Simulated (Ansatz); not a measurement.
## Phonons of FeSi2 (Linzhiite, P4/mmm) against volume

Aim: how do the optical modes of FeSi2 (Linzhiite, P4/mmm) move with volume?

Main program and level: Ansatz 0.2.0; DFT PBEsol, scalar-relativistic, plane waves, PAW; PAW set soft_1.

Report form: the programs' logs are mostly left out.

## 1. Set-up

It takes space group P4/mmm (No. 123, tetragonal). The conventional cell has a = 2.684 Å, b = 2.684 Å, c = 5.128 Å, α = 90.00°, β = 90.00°, γ = 90.00°. Si has 4 Fe at 2.35 Å and 1 Si at 2.36 Å nearest. Fe has 8 Si at 2.35 Å nearest. Farther neighbours are not listed.

## 2. Bringing the structure to rest

Harmonic phonons are second derivatives at a point where the forces vanish, and they are wanted at zero stress, so atoms and cell are relaxed first.

File input.yaml:

```yaml
crystal:
  lattice:
    - [2.684, 0.0, 0.0]
    - [0.0, 2.684, 0.0]
    - [0.0, 0.0, 5.128]
  atoms:
    - { symbol: Si, position: [0.5, 0.5, 0.27] }
    - { symbol: Si, position: [0.5, 0.5, 0.73] }
    - { symbol: Fe, position: [0.0, 0.0, 0.0] }
kpoints:
  mp_grid: { grid: [16, 16, 8] }
hamiltonian:
  xc: pbesol
  pseudopotentials: { kind: paw, azcp: { folder: soft_1 }, xc_functional: pbe }
scf:
  occupations: { method: gaussian, width: 0.1 }
output:
  forces: true
  stress: true
  eigenvalues: true
relax:
  adjacent_minimum: "off"
  f_tol: 0.005
  max_steps: 80
  cell: { stress_tol: 0.05 }
```

Started as:

```
$ ansatz run input.yaml --threads 4 --pin off --max-ram 10240MiB --backend cpu --events-out ev --progress --plain --runs-dir out
```

It took 6.1 s on 4 threads of INTEL XEON PLATINUM 8581C at 2.10GHz (Emerald Rapids), shared host; peak memory 0.51 GiB; 22 s of CPU time.

This run has no spin polarisation, although Fe can carry a moment.

The steps of the relaxation:

```tsv
step	energy less that of the first step (eV)	largest force component (eV/Å)	pressure (GPa)	volume (Å³)
1	0.0000	0.2697	-1.64	36.94
2	-0.0047	0.0346	-0.41	36.65
3	-0.0049	0.0078	-0.04	36.58
4	-0.0049	0.0010	-0.01	36.57
5*	-0.0048	0.0009	-0.01	36.57
```

Relaxation steps marked * repeat the geometry before them on a plane-wave basis chosen anew for their cell, so energy and pressure can jump there.

The run keeps the 16 symmetry operations that it works with, so distortions that break them were not tested.

```tsv
conventional cell, symmetrised	before	after	change
a (Å)	2.684	2.676	-0.3 %
b (Å)	2.684	2.676	-0.3 %
c (Å)	5.128	5.106	-0.4 %
volume (Å³/atom)	12.31	12.19	-1.0 %
```

The relaxed structure:

```xyz
3
Lattice="2.6763 0.0000 0.0000 0.0000 2.6763 0.0000 0.0000 0.0000 5.1064" Properties=species:S:1:pos:R:3 pbc="T T T"
Si    1.3381    1.3381    1.3886
Si    1.3381    1.3381    3.7178
Fe    0.0000    0.0000    0.0000
```

Numbers from this step:

| Property | Result |
| --- | --- |
| pressure | -0.007695 GPa |
| volume per atom | 12.19 Å³ |
| gap on the k-mesh | 0 eV |

In this step the volume went from 12.31 to 12.19 Å³/atom.

## 3. Tight relaxation

Phonons need small forces and stress, so the relaxation is finished with tight tolerances on 16×16×8 k points.

input.yaml, the sections that differ from step 2:

```yaml
crystal:
  lattice:
    - [2.6762778663, 0.0, 0.0]
    - [0.0, 2.6762778663, 0.0]
    - [0.0, 0.0, 5.1063618678]
  atoms:
    - { symbol: Si, position: [0.5, 0.5, 0.2719374108] }
    - { symbol: Si, position: [0.5, 0.5, 0.7280625892] }
    - { symbol: Fe, position: [0.0, 0.0, 0.0] }
scf:
  occupations: { method: methfessel_paxton, width: 0.2 }
relax:
  adjacent_minimum: "off"
  f_tol: 0.001
  max_steps: 60
  cell: { stress_tol: 0.01 }
# kpoints, hamiltonian, output: as in step 2
```

Wall time 4.6 s (4 threads); peak memory 0.5 GiB.

Little changed from the start: no atom moved by 0.005 Å and no cell edge by 0.1 %.

Numbers from this step:

* pressure: -0.002487 GPa

The largest force component left is 0.26 meV/Å and the pressure is -0.002 GPa, within the tolerances set. The cell now holds 12.19 Å³/atom.

## 4. Modes at rest

Phonons follow from the second derivative of the energy, found here by linear response.

The modes at rest are the reference of the series.

input.yaml, the sections that differ from step 3:

```yaml
crystal:
  lattice:
    - [2.6758240253, 0.0, 0.0]
    - [0.0, 2.6758240253, 0.0]
    - [0.0, 0.0, 5.1069498389]
  atoms:
    - { symbol: Si, position: [0.5, 0.5, 0.2719751076] }
    - { symbol: Si, position: [0.5, 0.5, 0.7280248924] }
    - { symbol: Fe, position: [0.0, 0.0, 0.0] }
output:
  eigenvalues: true
phonons:
  method: dfpt
# kpoints, hamiltonian, scf: as in step 3
# relax: removed
```

It took 15 s on 4 threads; peak memory 1 GiB.

This step gave:

| Property | Result |
| --- | --- |
| sum-rule residual before enforcement | 7.26e-5 eV/Å² |
| point group | 4/mmm |
| highest optical mode at the zone centre (no LO-TO term) | 560.4 cm⁻¹ |
| lowest optical zone-centre mode | 228.0 cm⁻¹ |

Patterns of degenerate modes are one choice out of their space. The modes at Γ (shares of kinetic energy by element, %):

```tsv
mode	frequency (cm⁻¹)	symmetry	Si %	Fe %
1	0.0	acoustic	50	50
2	0.0	acoustic	50	50
3	0.0	acoustic	50	50
4	228.0	Eg	100	0
5	228.0	Eg	100	0
6	290.5	Eu	50	50
7	290.5	Eu	50	50
8	362.2	A2u	50	50
9	560.4	A1g	100	0
```

Displacements in mode 4 (228.0 cm⁻¹), the largest set to 1:
```
Si1  0.00 -1.00  0.00
Si2  0.00  1.00  0.00
Fe3  0.00  0.00  0.00
```

Displacements in mode 9 (560.4 cm⁻¹), the largest set to 1:
```
Si1  0.00  0.00  1.00
Si2  0.00  0.00 -1.00
Fe3  0.00  0.00  0.00
```

Before it was imposed, the acoustic sum rule was missed by 7.3e-5 eV/Å². Small misses are needed for a sound result but don't prove that mesh and cutoff are converged. The lowest optical mode is real, 228 cm⁻¹.

## 5. Relaxation of a member: 1.06 times the volume at rest

The cell is set to 1.06 times the volume at rest, and shape and atoms relax at that volume.

input.yaml, the sections that differ from step 4:

```yaml
crystal:
  lattice:
    - [2.7332842713, 0.0, 0.0]
    - [0.0, 2.7332842713, 0.0]
    - [0.0, 0.0, 5.1881550969]
  atoms:
    - { symbol: Si, position: [0.5, 0.5, 0.2706871784] }
    - { symbol: Si, position: [0.5, 0.5, 0.7293128216] }
    - { symbol: Fe, position: [0.0, 0.0, 0.0] }
output:
  forces: true
  stress: true
  eigenvalues: true
relax:
  adjacent_minimum: "off"
  f_tol: 0.001
  max_steps: 60
  cell: { stress_tol: 0.01, fix: [volume] }
# kpoints, hamiltonian, scf: as in step 4
# phonons: removed
```

It took 6.2 s on 4 threads; peak memory 0.52 GiB; 22 s of CPU time.

The steps of the relaxation:

```tsv
step	energy less that of the first step (eV)	largest force component (eV/Å)	pressure (GPa)	volume (Å³)
1	0.0000	0.0808	-10.15	38.76
2	-0.0004	0.0176	-10.00	38.76
3	-0.0004	0.0018	-9.97	38.76
4	-0.0004	0.0000	-9.97	38.76
5*	-0.0004	0.0000	-9.97	38.76
```

Relaxation steps marked * repeat the geometry before them on a plane-wave basis chosen anew for their cell, so energy and pressure can jump there.

Forces are held to the 16 operations that the run works with; a distortion that breaks them can't arise in this run.

```tsv
conventional cell, symmetrised	before	after	change
a (Å)	2.733	2.736	+0.1 %
b (Å)	2.733	2.736	+0.1 %
c (Å)	5.188	5.179	-0.2 %
volume (Å³/atom)	12.92	12.92	-0.0 %
```

Final coordinates:

```xyz
3
Lattice="2.7357 0.0000 0.0000 0.0000 2.7357 0.0000 0.0000 0.0000 5.1791" Properties=species:S:1:pos:R:3 pbc="T T T"
Si    1.3678    1.3678    1.3985
Si    1.3678    1.3678    3.7806
Fe    0.0000    0.0000    0.0000
```

This step gave:

- pressure: -9.974 GPa
- volume per atom: 12.92 Å³

The largest force component left is 0.0081 meV/Å, at a pressure of -9.97 GPa.

## 6. Zone-centre modes of the member: 1.06 times the volume at rest

The zone-centre modes follow for 1.06 times the volume at rest.

input.yaml, the sections that differ from step 5:

```yaml
crystal:
  lattice:
    - [2.7356649835, 0.0, 0.0]
    - [0.0, 2.7356649835, 0.0]
    - [0.0, 0.0, 5.1791290429]
  atoms:
    - { symbol: Si, position: [0.5, 0.5, 0.2700228853] }
    - { symbol: Si, position: [0.5, 0.5, 0.7299771147] }
    - { symbol: Fe, position: [0.0, 0.0, 0.0] }
output:
  eigenvalues: true
phonons:
  method: dfpt
# kpoints, hamiltonian, scf: as in step 5
# relax: removed
```

Run time: 17 s. Hardware: 4 threads; peak memory 1.1 GiB; 64 s of CPU time.

This step gave:

```yaml
sum_rule_residual_before_enforcement: 9.42e-5 eV/Å²
highest_optical_mode_at_the_zone_centre_no_lo_to_term: 509.5 cm⁻¹
lowest_optical_zone_centre_mode: 212.8 cm⁻¹
```

Patterns of degenerate modes are one choice out of their space. Modes at Γ, with each element's share of the kinetic energy:

```tsv
mode	frequency (cm⁻¹)	symmetry	Si %	Fe %
1	0.0	acoustic	50	50
2	0.0	acoustic	50	50
3	0.0	acoustic	50	50
4	212.8	Eg	100	0
5	212.8	Eg	100	0
6	256.9	Eu	50	50
7	256.9	Eu	50	50
8	330.7	A2u	50	50
9	509.5	A1g	100	0
```

The lowest optical mode is real, 213 cm⁻¹, and the highest lies at 509.5 cm⁻¹.

For the highest optical mode at the zone centre (no LO-TO term), step 4 gave 560 cm⁻¹; this run, with volume ratio 1.06, gives 509 cm⁻¹ (-9 %).

## 7. Relaxation of a member: 0.9 times the volume at rest

The cell is set to 0.9 times the volume at rest, and shape and atoms relax at that volume.

input.yaml, the sections that differ from step 6:

```yaml
crystal:
  lattice:
    - [2.57367379, 0.0, 0.0]
    - [0.0, 2.57367379, 0.0]
    - [0.0, 0.0, 4.9683501964]
  atoms:
    - { symbol: Si, position: [0.5, 0.5, 0.2743977963] }
    - { symbol: Si, position: [0.5, 0.5, 0.7256022037] }
    - { symbol: Fe, position: [0.0, 0.0, 0.0] }
output:
  forces: true
  stress: true
  eigenvalues: true
relax:
  adjacent_minimum: "off"
  f_tol: 0.001
  max_steps: 60
  cell: { stress_tol: 0.01, fix: [volume] }
# kpoints, hamiltonian, scf: as in step 6
# phonons: removed
```

The job ended after 4.6 s (4 threads; peak memory 0.5 GiB).

Step by step:

```tsv
step	energy less that of the first step (eV)	largest force component (eV/Å)	pressure (GPa)	volume (Å³)
1	0.0000	0.1014	26.24	32.91
2	-0.0005	0.0265	26.07	32.91
3	-0.0005	0.0002	26.02	32.91
4*	-0.0005	0.0001	26.02	32.91
```

Relaxation steps marked * repeat the geometry before them on a plane-wave basis chosen anew for their cell, so energy and pressure can jump there.

Forces are held to the 16 operations that the run works with; a distortion that breaks them can't arise in this run.

```tsv
conventional cell, symmetrised	before	after	change
a (Å)	2.574	2.571	-0.1 %
b (Å)	2.574	2.571	-0.1 %
c (Å)	4.968	4.978	+0.2 %
volume (Å³/atom)	10.97	10.97	+0.0 %
```

Final coordinates:

```xyz
3
Lattice="2.5711 0.0000 0.0000 0.0000 2.5711 0.0000 0.0000 0.0000 4.9782" Properties=species:S:1:pos:R:3 pbc="T T T"
Si    1.2856    1.2856    1.3690
Si    1.2856    1.2856    3.6092
Fe    0.0000    0.0000    0.0000
```

Numbers from this step:

* pressure: 26.02 GPa
* volume per atom: 10.97 Å³

The largest force component left is 0.096 meV/Å, at a pressure of 26.02 GPa.

## 8. Modes of this member: 0.9 times the volume at rest

The zone-centre modes follow for 0.9 times the volume at rest.

input.yaml, the sections that differ from step 7:

```yaml
crystal:
  lattice:
    - [2.5711341248, 0.0, 0.0]
    - [0.0, 2.5711341248, 0.0]
    - [0.0, 0.0, 4.9781701258]
  atoms:
    - { symbol: Si, position: [0.5, 0.5, 0.274991311] }
    - { symbol: Si, position: [0.5, 0.5, 0.725008689] }
    - { symbol: Fe, position: [0.0, 0.0, 0.0] }
output:
  eigenvalues: true
phonons:
  method: dfpt
# kpoints, hamiltonian, scf: as in step 7
# relax: removed
```

Wall time 14 s (4 threads); peak memory 1 GiB.

This step gave:

- sum-rule residual before enforcement: 6.31e-5 eV/Å²
- highest optical mode at the zone centre (no LO-TO term): 653.6 cm⁻¹
- lowest optical zone-centre mode: 254.5 cm⁻¹

Patterns of degenerate modes are one choice out of their space. The modes at Γ (shares of kinetic energy by element, %):

```tsv
mode	frequency (cm⁻¹)	symmetry	Si %	Fe %
1	0.0	acoustic	50	50
2	0.0	acoustic	50	50
3	0.0	acoustic	50	50
4	254.5	Eg	100	0
5	254.5	Eg	100	0
6	352.6	Eu	50	50
7	352.6	Eu	50	50
8	423.5	A2u	50	50
9	653.6	A1g	100	0
```

The lowest optical mode is real, 254 cm⁻¹, and the highest lies at 653.6 cm⁻¹.

For the highest optical mode at the zone centre (no LO-TO term), step 4 gave 560 cm⁻¹; this run, with volume ratio 0.9, gives 654 cm⁻¹ (+17 %).

## 9. The series together

The members are set side by side, also those not shown above.

Each row is one cell with its response, relaxed at fixed volume as far as symmetry leaves anything free; energies are extrapolated to zero smearing, and E0 is that at rest; shape and atoms are relaxed in each cell where symmetry leaves them free; all runs use 16×16×8 k points and Methfessel-Paxton smearing of 0.2 eV. State of the crystal along the series:

```tsv
volume ratio	V (Å³/atom)	pressure (GPa)	E - E0 (meV/atom)	first cell vector (Å)	third cell vector (Å)
0.9	10.97	26.02	90.06	2.571	4.978
0.92	11.21	19.63	55.4	2.593	5.005
0.94	11.46	13.89	29.97	2.614	5.031
0.96	11.7	8.744	12.81	2.635	5.057
0.98	11.95	4.132	3.08	2.655	5.082
0.99	12.07	2.008	0.7524	2.666	5.095
1	12.19	-0.002487	0	2.676	5.107
1.02	12.43	-3.707	2.877	2.696	5.131
1.04	12.68	-7.024	11.09	2.716	5.155
1.06	12.92	-9.974	24.06	2.736	5.179
```

Each mode is tracked from rest by its pattern, and modes that stay within 0.3 cm⁻¹ of each other stand once; shape and atoms are relaxed in each cell where symmetry leaves them free; all runs use 16×16×8 k points and Methfessel-Paxton smearing of 0.2 eV. Optical modes along the series:

```tsv
V (Å³/atom)	mode 4 Eg (cm⁻¹)	mode 6 Eu (cm⁻¹)	mode 8 A2u (cm⁻¹)	mode 9 A1g (cm⁻¹)
10.97	254.5	352.6	423.5	653.6
11.21	249.1	339.5	410.2	634.4
11.46	243.8	326.8	397.5	615.4
11.7	238.5	314.4	385.3	596.7
11.95	233.2	302.3	373.5	578.3
12.07	230.6	296.3	367.8	569.3
12.19	228	290.5	362.2	560.4
12.43	222.9	279	351.3	542.8
12.68	217.8	267.8	340.9	525.8
12.92	212.8	256.9	330.7	509.5
```

From cubic fits (parabolas where under five rows exist) of ln ω and P against ln V through the rows within about 4 % of rest: γ = −d ln ω / d ln V and dω/dP = γ ω / B. Slopes at rest:

```tsv
mode	fitted frequency at rest (cm⁻¹)	Grüneisen parameter γ	dω/dP (cm⁻¹/GPa)
mode 4 Eg	228	1.13	1.32
mode 6 Eu	290.5	2.01	2.97
mode 8 A2u	362.2	1.53	2.84
mode 9 A1g	560.3	1.59	4.54
```

## 10. Outcome

| Property | Result |
| --- | --- |
| members | 10 |
| highest optical mode at the zone centre (no LO-TO term), at rest | 560.4 cm⁻¹ |
| bulk modulus at rest | 196 GPa |
| mode 4 Eg, γ | 1.13 |
| mode 6 Eu, γ | 2.01 |
| mode 8 A2u, γ | 1.53 |
| mode 9 A1g, γ | 1.59 |

In words: The series spans -10.0 to 26.0 GPa, and the slope at rest gives a bulk modulus of 196 GPa. Among the modes in the table of slopes γ runs from 1.13 (mode 4 Eg) to 2.01 (mode 6 Eu). One k mesh and one cutoff serve the ground states and modes of all volumes. These are harmonic frequencies at zero temperature: anharmonic shifts, linewidths and thermal expansion are left out. With no gap, or one that is small against the smearing, the frequencies hang on the k mesh and the smearing, most of all near Kohn anomalies. The runs are without spin polarisation, although Fe often carries a moment. The PAW files were made for PBE; the program adapts parts of them to the functional of the run, but their partial waves stay those of PBE, an approximation that was not tested in this session. Only the zone centre was solved, so an instability at another wavevector cannot show here.

[Logs are printed without paths, hosts, clocks, repeated set-up lines and the standing remarks that a program may print on its own settings, such as how far it seeks lower states.]

[Hosts, paths, dates, database ids (printed as entryN), source tags and the programs' standing remarks are cut or masked in the printed files.]
